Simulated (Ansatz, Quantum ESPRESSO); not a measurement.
# Rhodium (Fm-3m): phonons and their coupling to the electrons, part 3 of 4

Wanted: the coupling constant λ of Rhodium (Fm-3m) at ambient pressure.

Quantum ESPRESSO 7.5; DFT PBE, scalar-relativistic, plane waves, PseudoDojo norm-conserving pseudopotentials.

So far. Step 7 (Linear response on the mesh): The acoustic modes at Γ come out as far as 0.6 cm⁻¹ from zero, where they should vanish, a small numerical error. Step 9 (Dispersion): All branches are real along the path. The relaxed cell has a = 3.832 Å (conventional setting).

The database entry behind the starting cell differs from later determinations by our own check (an axis about 0.2 % short against later determinations), so it need not match the best structure at ambient conditions.

## (10) Density of states

Sums over the zone need many more wavevectors than were solved, so the interpolation is sampled on a dense mesh.

The input, matdyn.in:

```
 &input
    asr='crystal',
    flfrc='x.fc',
    dos=.true.,
    fldos='x.dos',
    nk1=20,
    nk2=20,
    nk3=20,
    deltaE=0.3,
    la2F=.true.,
 /
```

Launch:

```
> matdyn.x -in matdyn.in > matdyn.out
```

Numbers of over 12 decimals in the logs are rounded to 6 here.

The log of the run:

```text
[banner, memory and clock lines left out]
Program MATDYN v.7.5

 mass for atomic type   1 not given; uses mass from file x.fc
 Norm of the difference between old and new effective charges:    0.000000

 Norm of the difference between old and new force-constants:   6.9715e-07

     Message from routine matdyn:
     Z* not found in file x.fc, TO-LO splitting at q=0 will be absent!
 Norm of the difference between old and new effective charges:    0.000000

 Norm of the difference between old and new force-constants:   0.00010391

 Norm of the difference between old and new effective charges:    0.000000

 Norm of the difference between old and new force-constants:   0.000217641

 Norm of the difference between old and new effective charges:    0.000000

 Norm of the difference between old and new force-constants:   0.000213865

 Norm of the difference between old and new effective charges:    0.000000

 Norm of the difference between old and new force-constants:   0.000252879

 Norm of the difference between old and new effective charges:    0.000000

 Norm of the difference between old and new force-constants:   0.000337752

 Norm of the difference between old and new effective charges:    0.000000

 Norm of the difference between old and new force-constants:   0.000452098

 Norm of the difference between old and new effective charges:    0.000000

 Norm of the difference between old and new force-constants:   0.00059022

 Norm of the difference between old and new effective charges:    0.000000

 Norm of the difference between old and new force-constants:   0.000747876

 Norm of the difference between old and new effective charges:    0.000000

 Norm of the difference between old and new force-constants:   0.000918937

 Norm of the difference between old and new effective charges:    0.000000

 Norm of the difference between old and new force-constants:   0.00109628

Note: The following floating-point exceptions are signalling: IEEE_UNDERFLOW_FLAG
```

The job ended after 28 s (1 thread of Arm Neoverse V2, shared host).

This step gave:

- share of modes beyond 3i cm⁻¹ on the dense interpolated mesh: 0
- electron-phonon coupling constant: 0.4496
- logarithmic mean frequency weighted by the coupling: 226.4 K
- zero-point energy per atom: 31.28 meV
- heat capacity at 300 K: 23.57 J/(mol atoms K)
- vibrational entropy at 300 K: 31.83 J/(mol atoms K)

The phonon density of states has structure finer than the step of the table below, so its rows give means over 10 cm⁻¹, whole bins alone (the curve runs from 0 to 234 cm⁻¹). Peaks (cm⁻¹: height): 175.5: 0.0343, 219.0: 0.0645.

Tetrahedra. Phonon density of states against wavenumber; means over each step:

```csv
wavenumber (cm⁻¹),phonon density of states (1/cm⁻¹/cell)
10,1.7e-5
20,8.4e-5
30,3.0e-4
40,5.6e-4
50,9.7e-4
60,0.00146
70,0.00213
80,0.00304
90,0.00419
100,0.00580
110,0.00810
120,0.0115
130,0.0183
140,0.0259
150,0.0282
160,0.0305
170,0.0327
180,0.0247
190,0.0121
200,0.0101
210,0.0287
220,0.0432
```

Harmonic thermodynamic functions per atom, summed over the density of states scaled to three modes an atom; melting is ignored. Thermodynamic functions:

```
T (K)  F_vib (meV/atom)  S (J/mol-atom/K)  C_V (J/mol-atom/K)
    0             31.28                 0                   0
   50             31.05             1.868               5.532
  100             28.28             9.185               15.64
  200             11.41             22.56                  22
  300            -17.05             31.83               23.57
  400            -53.76             38.71               24.16
  500            -96.78             44.13               24.44
  600            -144.9              48.6               24.59
  700            -197.3              52.4               24.68
  800            -253.3              55.7               24.74
  900            -312.6             58.62               24.79
 1000            -374.8             61.23               24.82
```

λ by broadening:

| broadening (Ry) | lambda | N(E_F) (states/spin/Ry/cell) | ω_log (K) |
| --- | --- | --- | --- |
| 0.005 | 0.5292 | 9.755 | 229.1 |
| 0.01 | 0.4929 | 9.456 | 226.8 |
| 0.015 | 0.4634 | 9.413 | 226.2 |
| 0.02 | 0.4496 | 9.553 | 226.4 |
| 0.025 | 0.44 | 9.718 | 226.8 |
| 0.03 | 0.4318 | 9.836 | 227.5 |
| 0.035 | 0.4247 | 9.895 | 228.1 |
| 0.04 | 0.4189 | 9.902 | 228.7 |
| 0.045 | 0.4141 | 9.869 | 229.3 |
| 0.05 | 0.4102 | 9.806 | 229.8 |

Gaussian broadening 0.02 Ry. Alpha^2 F against phonon energy; read off at these points:

```
phonon energy (meV)  alpha^2 F
                2.0          0
                3.0     3.2e-4
                4.0     8.0e-4
                5.0     0.0017
                6.0    0.00328
                7.0    0.00527
                8.0    0.00866
                9.0     0.0131
               10.0     0.0199
               11.0     0.0288
               12.0     0.0422
               13.0     0.0593
               14.0     0.0857
               15.0      0.124
               16.0      0.185
               17.0      0.286
               18.0      0.332
               19.0      0.376
               20.0      0.425
               21.0      0.478
               21.8      0.528
               22.0      0.456
               23.0      0.269
               24.0     0.0385
               25.0      0.159
               26.0      0.339
               27.0      0.657
               27.1      0.693
               28.0      0.127
               29.0     0.0118
```

At 300 K the heat capacity has reached 95 % of the Dulong-Petit value.

## (11) The same in Ansatz

A second program on the same cell, potentials, cutoff and meshes tests the implementation of the phonon response, not its convergence. Its couplings are summed in its own way. Its k mesh is centred on Γ.

This step: DFT PBE, scalar-relativistic, plane waves, PseudoDojo norm-conserving pseudopotentials (Ansatz 0.2.0).

The input, input.yaml:

```yaml
crystal:
  lattice:
    - [0.0, 1.916223512, 1.916223512]
    - [1.916223512, 0.0, 1.916223512]
    - [1.916223512, 1.916223512, 0.0]
  atoms:
    - { symbol: Rh, position: [0.0, 0.0, 0.0] }
kpoints:
  mp_grid: { grid: [16, 16, 16] }
hamiltonian:
  xc: pbe
  pseudopotentials: { kind: nc, accuracy: standard }
scf:
  occupations: { method: cold, width: 0.27211 }
output:
  eigenvalues: true
basis:
  ecutwfc: 1197.301
phonons:
  method: dfpt
  qmesh: [4, 4, 4]
  temperatures: { t_max: 1000, t_step: 50 }
  qpath:
    path:
      - [[0.0, 0.0, 0.0], [0.5, 0.0, 0.5], [0.625, 0.25, 0.625]]
      - [[0.375, 0.375, 0.75], [0.0, 0.0, 0.0], [0.5, 0.5, 0.5], [0.5, 0.25, 0.75], [0.5, 0.0, 0.5]]
    npoints: 12
  electrical_resistivity: { temperatures: [77, 300], mesh: [32, 32, 32] }
```

Launch:

```
> ansatz run input.yaml --threads 4 --pin off --max-ram 16384MiB --backend cpu --events-out ev --progress --plain --runs-dir out
```

The log of the run:

```text
Engine: ansatz 0.2.0, aarch64-unknown-linux-gnu
Pseudopotentials: kind: nc
Pseudopotential: Rh, nc, valence charge 17, recommended cutoff 1197.300995 eV (normal), Rh.nc.azcp (PseudoDojo's, or run here from an input of PseudoDojo's; its table is named by hamiltonian.pseudopotentials.accuracy)
Functional definition: PBE
  parameter kappa = 0.804
  parameter beta = 0.066725
  exchange = pbe_x(kappa = kappa, mu = beta*pi^2/3)
  correlation = pbe_c(beta = beta)
Crystal: 1 atoms, lattice volume = 14.072 Å³
Basis set: ecut = 1197.301 eV, 1363 PW (Γ), exchange–correlation on 64×64×64 points (8 copies of the dense FFT grid, shifted against one another)
Bands: 13, of which v1, the nominal top of the filled ones, is band 9 counted from 1 (8 counted from 0)
Symmetry: 48 space group operations
k-points: 145 of 4096
Non-local potential: Rh, projectors of the file, l = 0: 2, l = 1: 2, l = 2: 2
Initial density: superposition of atomic densities (chi_scale 0.1, normalization cell)
Initial wavefunctions: pseudopotential atomic-orbital guess
Functional: x = pbe(κ = 0.804, μ = 0.219515), c = pbe(β = 0.066725)
SCF iter   1: F=—  HF=-3192.068813 eV  |F-HF|=—  |Δ(HF+E_count)|=         —  Δρ=1.14e-1  dr2=1.59e0  ethr=3.10e-3  ⟨swp⟩=5.7  Hψ=11817  notcnv=0
preconditioner: auto → none  [metal: Δε(μ)=0.023 eV  Ē_g=13.615 eV  σ=0.272 eV  W_gap=0.06  n_scr=0 (ndim 8)  ℏωp=29.7 eV  f_vac=0.000  D(μ)=1.33/eV (n_scr^D=14)]
SCF iter   2: F=—  HF=-3191.648054 eV  |F-HF|=—  |Δ(HF+E_count)|=   4.21e-1  S|Δr|=    0.00e0  Δρ=4.46e-2  dr2=1.35e-1  ethr=3.10e-3  ⟨swp⟩=2.9  Hψ=5212  notcnv=0
SCF iter   3: F=—  HF=-3191.604660 eV  |F-HF|=—  |Δ(HF+E_count)|=   4.34e-2  S|Δr|=    0.00e0  Δρ=1.49e-2  dr2=8.25e-3  ethr=7.93e-4  ⟨swp⟩=2.1  Hψ=3422  notcnv=0
SCF iter   4: F=—  HF=-3191.603695 eV  |F-HF|=—  |Δ(HF+E_count)|=   9.65e-4  S|Δr|=    0.00e0  Δρ=1.56e-3  dr2=7.64e-5  ethr=4.85e-5  ⟨swp⟩=1.1  Hψ=2019  notcnv=0
SCF iter   5: F=—  HF=-3191.603706 eV  |F-HF|=—  |Δ(HF+E_count)|=   1.11e-5  S|Δr|=    0.00e0  Δρ=1.14e-4  dr2=3.12e-7  ethr=4.50e-7  ⟨swp⟩=2.6  Hψ=3213  notcnv=0
SCF iter   6: F=—  HF=-3191.603707 eV  |F-HF|=—  |Δ(HF+E_count)|=   4.79e-7  S|Δr|=    0.00e0  Δρ=9.67e-6  dr2=2.68e-9  ethr=1.83e-9  ⟨swp⟩=2.8  Hψ=3571  notcnv=0
SCF iter   7: F=—  HF=-3191.603707 eV  |F-HF|=—  |Δ(HF+E_count)|=  2.68e-10  S|Δr|=    0.00e0  Δρ=8.19e-7  dr2=2.67e-11  ethr=1.58e-11  ⟨swp⟩=2.3  Hψ=3198  notcnv=0
SCF iter   8: F=-3191.603707 eV  HF=-3191.603707 eV  |F-HF|=4.55e-13  |Δ(HF+E_count)|=  3.18e-12  S|Δr|=    0.00e0  Δρ=1.41e-7  dr2=7.04e-13  ethr=1.00e-12  ⟨swp⟩=9.2  Hψ=12272  notcnv=0
SCF 1 converged in 8 iterations: F = -3191.603707 eV  dr2 = 7.04e-13
NSCF: frozen V_eff on 145 k-points
NSCF: frozen V_eff on 349 k-points
DFPT response loops at q = (0, 0, 0) (fractional): preconditioner auto → Kerker (q_TF=auto, 2.816 Å⁻¹) (partly filled bands, converged f_vac=0.000); β = 1.00, the filter's whole step (`scf.mixing.beta` (0.50) is not read by the response loops under this deck's `scf.mixing.preconditioner`; to damp them name `kerker` or `kerker_dos`, under which they read `scf.mixing.beta`, and type it under 1.00, their step now; both keys bind the ground state too); Broyden in place of MSR1
NSCF: frozen V_eff on 4352 k-points
DFPT response loops at q = (0, 0, 0.25) (fractional): mixed as the last ones told, above
NSCF: frozen V_eff on 2196 k-points
DFPT response loops at q = (0, 0, -0.5) (fractional): mixed as the last ones told, above
NSCF: frozen V_eff on 2320 k-points
DFPT response loops at q = (0, 0.25, 0.25) (fractional): mixed as the last ones told, above
NSCF: frozen V_eff on 8192 k-points
DFPT response loops at q = (0, 0.25, -0.5) (fractional): mixed as the last ones told, above
NSCF: frozen V_eff on 4352 k-points
DFPT response loops at q = (0, 0.25, -0.25) (fractional): mixed as the last ones told, above
NSCF: frozen V_eff on 1242 k-points
DFPT response loops at q = (0, -0.5, -0.5) (fractional): mixed as the last ones told, above
NSCF: frozen V_eff on 2320 k-points
DFPT response loops at q = (0.25, -0.5, -0.25) (fractional): mixed as the last ones told, above
SCF iter   1: F=—  HF=-3192.068813 eV  |F-HF|=—  |Δ(HF+E_count)|=         —  Δρ=1.14e-1  dr2=1.59e0  ethr=3.10e-3  ⟨swp⟩=5.7  Hψ=11817  notcnv=0
SCF iter   2: F=—  HF=-3191.648054 eV  |F-HF|=—  |Δ(HF+E_count)|=   4.21e-1  S|Δr|=    0.00e0  Δρ=4.46e-2  dr2=1.35e-1  ethr=3.10e-3  ⟨swp⟩=2.9  Hψ=5212  notcnv=0
SCF iter   3: F=—  HF=-3191.604660 eV  |F-HF|=—  |Δ(HF+E_count)|=   4.34e-2  S|Δr|=    0.00e0  Δρ=1.49e-2  dr2=8.25e-3  ethr=7.93e-4  ⟨swp⟩=2.1  Hψ=3422  notcnv=0
SCF iter   4: F=—  HF=-3191.603695 eV  |F-HF|=—  |Δ(HF+E_count)|=   9.65e-4  S|Δr|=    0.00e0  Δρ=1.56e-3  dr2=7.64e-5  ethr=4.85e-5  ⟨swp⟩=1.1  Hψ=2019  notcnv=0
SCF iter   5: F=—  HF=-3191.603706 eV  |F-HF|=—  |Δ(HF+E_count)|=   1.11e-5  S|Δr|=    0.00e0  Δρ=1.14e-4  dr2=3.12e-7  ethr=4.50e-7  ⟨swp⟩=2.6  Hψ=3213  notcnv=0
SCF iter   6: F=—  HF=-3191.603707 eV  |F-HF|=—  |Δ(HF+E_count)|=   4.79e-7  S|Δr|=    0.00e0  Δρ=9.67e-6  dr2=2.68e-9  ethr=1.83e-9  ⟨swp⟩=2.8  Hψ=3571  notcnv=0
SCF iter   7: F=—  HF=-3191.603707 eV  |F-HF|=—  |Δ(HF+E_count)|=  2.68e-10  S|Δr|=    0.00e0  Δρ=8.19e-7  dr2=2.67e-11  ethr=1.58e-11  ⟨swp⟩=2.3  Hψ=3198  notcnv=0
SCF iter   8: F=-3191.603707 eV  HF=-3191.603707 eV  |F-HF|=4.55e-13  |Δ(HF+E_count)|=  3.18e-12  S|Δr|=    0.00e0  Δρ=1.40e-7  dr2=6.80e-13  ethr=1.00e-12  ⟨swp⟩=3.5  Hψ=5121  notcnv=0
SCF 2 converged in 8 iterations: F = -3191.603707 eV  dr2 = 6.80e-13
NSCF: frozen V_eff on 145 k-points
NSCF: frozen V_eff on 897 k-points
SCF converged after 8 iterations
Stability not checked: this state was not tested for a lower state beside it, because cold or Methfessel-Paxton smearing, or corrected tetrahedra, fill the levels in a way that the test cannot read (fill_not_monotonic; see scf.lower_state_search)
Free energy (F): -3191.603707 eV
Harris-Foulkes:  -3191.603707 eV  (|F-HF|=4.55e-13)
Internal energy: -3191.596840 eV  (E = F + TS)
E sigma→0 (E₀):  -3191.601418 eV
Entropy (-TS):   -0.006867 eV (-6.867 meV/atom)
Fermi energy:    22.004342 eV
--- Per-component energies (eV) ---
  E_band       = -90.611379
  E_kinetic    = 1054.872093
  E_local      = -1960.709752  (includes V_loc(G=0)·N_el)
  E_nonlocal   = 194.428138
  E_hartree    = 523.717914
  E_xc         = -514.648090
  E_vxc        = -426.637709  (∫ρ·V_xc dr)
  E_ewald      = -2489.257143
  E_smearing   = -0.006867  (= −TS)
  E_closure    = 0.000000  (closes the sum)
  Σ components = -3191.603707   (vs F -3191.603707, Δ=0.00e0)
--- Band table (eV; the first three rows and the last of 145) ---
  k-point 0: bands = [... 5 lower, 19.0288, 19.0288, 19.0288, 21.0433, 21.0433, 38.1699, 43.4585, 43.4585]
  k-point 1: bands = [... 5 lower, 18.9622, 19.0884, 19.0884, 21.0108, 21.0108, 38.3822, 42.5877, 43.6728]
  k-point 2: bands = [... 5 lower, 18.8047, 19.2371, 19.2371, 20.9496, 20.9496, 38.9155, 40.8829, 44.2858]
  k-point 144: bands = [... 5 lower, 18.3257, 18.3257, 20.8477, 22.9498, 31.4610, 31.4610, 33.0685, 34.4353]
--- Phonons (Γ-DFPT): 1 representative perturbation + reference (Σ response iterations 4) ---
  ASR residual: 3.375e-4 → 0.000e0 eV/Å²; symmetrization residual: 1.626e-19 eV/Å²
  ASR residual per site (eV/Å²): 3.38e-4
  Γ frequencies (cm⁻¹): 0.00 0.00 0.00
--- Phonons (arbitrary-q DFPT): 8 irreducible q on the 4×4×4 mesh ---
  q = [0.0000, 0.0000, 0.0000] (star 1, of the zone-centre solve; hermiticity 1.50e-25, symmetrization 6.42e-16): -0.00 -0.00 -0.00
  q = [0.0000, 0.0000, 0.2500] (star 8, 1 solved perturbation on 2176 of 4096 k-point pairs; hermiticity 6.67e-14, symmetrization 1.01e-13, the responses' own estimated error 1.4e-7 eV/Å²): 95.39 95.39 189.31
  q = [0.0000, 0.0000, -0.5000] (star 4, 1 solved perturbation on 1098 of 4096 k-point pairs; hermiticity 3.76e-10, symmetrization 1.88e-10, the responses' own estimated error 1.4e-7 eV/Å²): 133.40 133.40 235.00
  q = [0.0000, 0.2500, 0.2500] (star 6, 2 solved perturbations in 1808 linear systems a pass and spin channel, the states on 1160 of 4096 k-point pairs; hermiticity 1.58e-13, symmetrization 1.86e-13, the responses' own estimated error 1.5e-7 eV/Å²): 131.22 131.22 201.06
  q = [0.0000, 0.2500, -0.5000] (star 24, 2 solved perturbations in 6272 linear systems a pass and spin channel, the states on 4096 of 4096 k-point pairs; hermiticity 2.42e-9, symmetrization 1.13e-9, the responses' own estimated error 1.5e-7 eV/Å²): 158.15 168.15 218.14
  q = [0.0000, 0.2500, -0.2500] (star 12, 2 solved perturbations in 3336 linear systems a pass and spin channel, the states on 2176 of 4096 k-point pairs; hermiticity 3.02e-14, symmetrization 1.28e-14, the responses' own estimated error 1.4e-7 eV/Å²): 135.65 158.94 216.73
  q = [0.0000, -0.5000, -0.5000] (star 3, 2 solved perturbations in 970 linear systems a pass and spin channel, the states on 621 of 4096 k-point pairs; hermiticity 6.04e-11, symmetrization 1.63e-11, the responses' own estimated error 1.5e-7 eV/Å²): 179.29 179.29 220.46
  q = [0.2500, -0.5000, -0.2500] (star 6, 2 solved perturbations in 1749 linear systems a pass and spin channel, the states on 1160 of 4096 k-point pairs; hermiticity 1.55e-9, symmetrization 7.76e-10, the responses' own estimated error 1.5e-7 eV/Å²): 177.72 194.84 194.84
  sum rule: each row above includes the acoustic sum rule's correction from the zone centre's row sums; it moved no ω² by more than (0.94 cm⁻¹)²
  mesh force constants: q→R imaginary residual 0.00e0; ASR residual 3.375e-4 → 0.000e0 eV/Å²; symmetrization residual 1.776e-15 eV/Å²
  interpolated dispersion: 74 rows × 3 modes
  density of states and harmonic sums: on the 28×28×28 q-mesh, interpolated from the force constants of a 4×4×4 supercell (no non-analytic term)
  largest difference from the sums on the solved wave vectors: F 1.08e-2 eV, S 1.48e-5 and C_V 4.03e-6 eV/K
  zero-point energy: 0.031285 eV/cell   skipped modes (ω ≤ 0): 3   left out of the sums: 4.56e-5 of the cell's modes: C_V's classical limit lies that fraction below 3 k_B per atom; for a crystal, a wire or a layer, F and S can be off by more, and a phonons.interpolated_qmesh denser along its periods is the remedy for the sampling
--- Electrical resistivity: potentials and phonons of a 4×4×4 supercell ---
  scattering by harmonic phonons alone, with no dipole-dipole term; scattering by other electrons, impurities, surfaces and spin disorder is left out, and so is spin–orbit coupling
  the resistivity is that of a variational response, whose dependence on the energy is improved iteratively
  at the Fermi level of each mesh (of a tensor a third of its trace):
           mesh   spin    states/(eV spin)  plasma energy (eV)         λ      λ_tr    ħω_log (meV)
       32×32×32                     0.6704              9.7158    0.3927    0.4261          20.634
       16×16×16                     0.6640              9.2674    0.3871    0.4309          20.660
          8×8×8                     0.7291              9.6386    0.4202    0.4782          20.606
  resistivity on the deck's mesh, µΩ·cm:
     T (K)       trace/3  mesh converged            xx            yy            zz    lowest order   relaxation time
     77.00     5.1712e-1              no     5.1712e-1     5.1712e-1     5.1712e-1       6.5605e-1         5.0581e-1
    300.00      4.9582e0              no      4.9582e0      4.9582e0      4.9582e0        5.1442e0          4.8023e0
  mean free path at 77 K (of a tensor a third of its trace): 79.6 nm by what each carries, 64.7 by the Fermi surface alone
  Hall coefficient in a weak field at 77 K (a third of the trace): 6.676e-11 m³/C (as a tensor it moves by 2.3 % between the two finest meshes); by each state's relaxation time: 5.278e-11 m³/C; by a constant relaxation time: 6.655e-11 m³/C
  mean free path at 300 K (of a tensor a third of its trace): 7.42 nm by what each carries, 6.75 by the Fermi surface alone
  Hall coefficient in a weak field at 300 K (a third of the trace): 7.297e-11 m³/C (as a tensor it moves by 2.3 % between the two finest meshes); by each state's relaxation time: 4.993e-11 m³/C; by a constant relaxation time: 6.663e-11 m³/C
  the resistivity times a path that all electrons share, by the Fermi surface of the deck's mesh alone (a third of the trace): 3.346e-16 Ω·m²
  not converged in the mesh (λ; λ_tr; the resistivity at 77 K by 9.32 %; the resistivity at 300 K by 10.56 %): between neighbouring meshes, the two finest first, λ moves by 1.42 % and 8.55 %, λ_tr by 1.13 % and 10.99 % and the resistivity by up to 10.56 % and 1.53 %; an estimate, no bound, puts it up to 7.0e-8 % above the Boltzmann equation's exact value after up to 4 iterations (at most 30 are made, fewer where the estimate is under 1.0e-6 % of each spin channel's own resistivity)
  vibrations of 64 cells: unjudged by the run; compare a larger repeat
  the changes of the potential over all sites missed a rigid shift's by 0.00 % (the site terms' by 0.00 %)
  at the force constants' own smearing the fine mesh and the k-points of their solves give squared frequencies that differ by 1.6 % of the larger at the most, at (0, -0.5, -0.5)
```

Wall time 5.9 min (4 threads); peak memory 6 GiB.

Numbers from this step:

| Property | Result |
| --- | --- |
| sum-rule residual before enforcement | 3.38e-4 eV/Å² |
| electron-phonon coupling constant | 0.3927 |
| logarithmic mean frequency weighted by the coupling | 239.4 K |
| lowest mode on the q mesh (acoustic ones at the zone centre apart) | 95.39 cm⁻¹ |
| vibrational entropy at 300 K | 31.85 J/(mol atoms K) |

(Part 3 of 4 ends here.)

[Host names and launcher messages were left out of these logs when they were recorded.]

[Logs are printed without paths, hosts, clocks, repeated set-up lines and the standing remarks that a program may print on its own settings, such as how far it seeks lower states.]

[Hosts, paths, dates, database ids (printed as entryN), source tags and the programs' standing remarks are cut or masked in the printed files.]
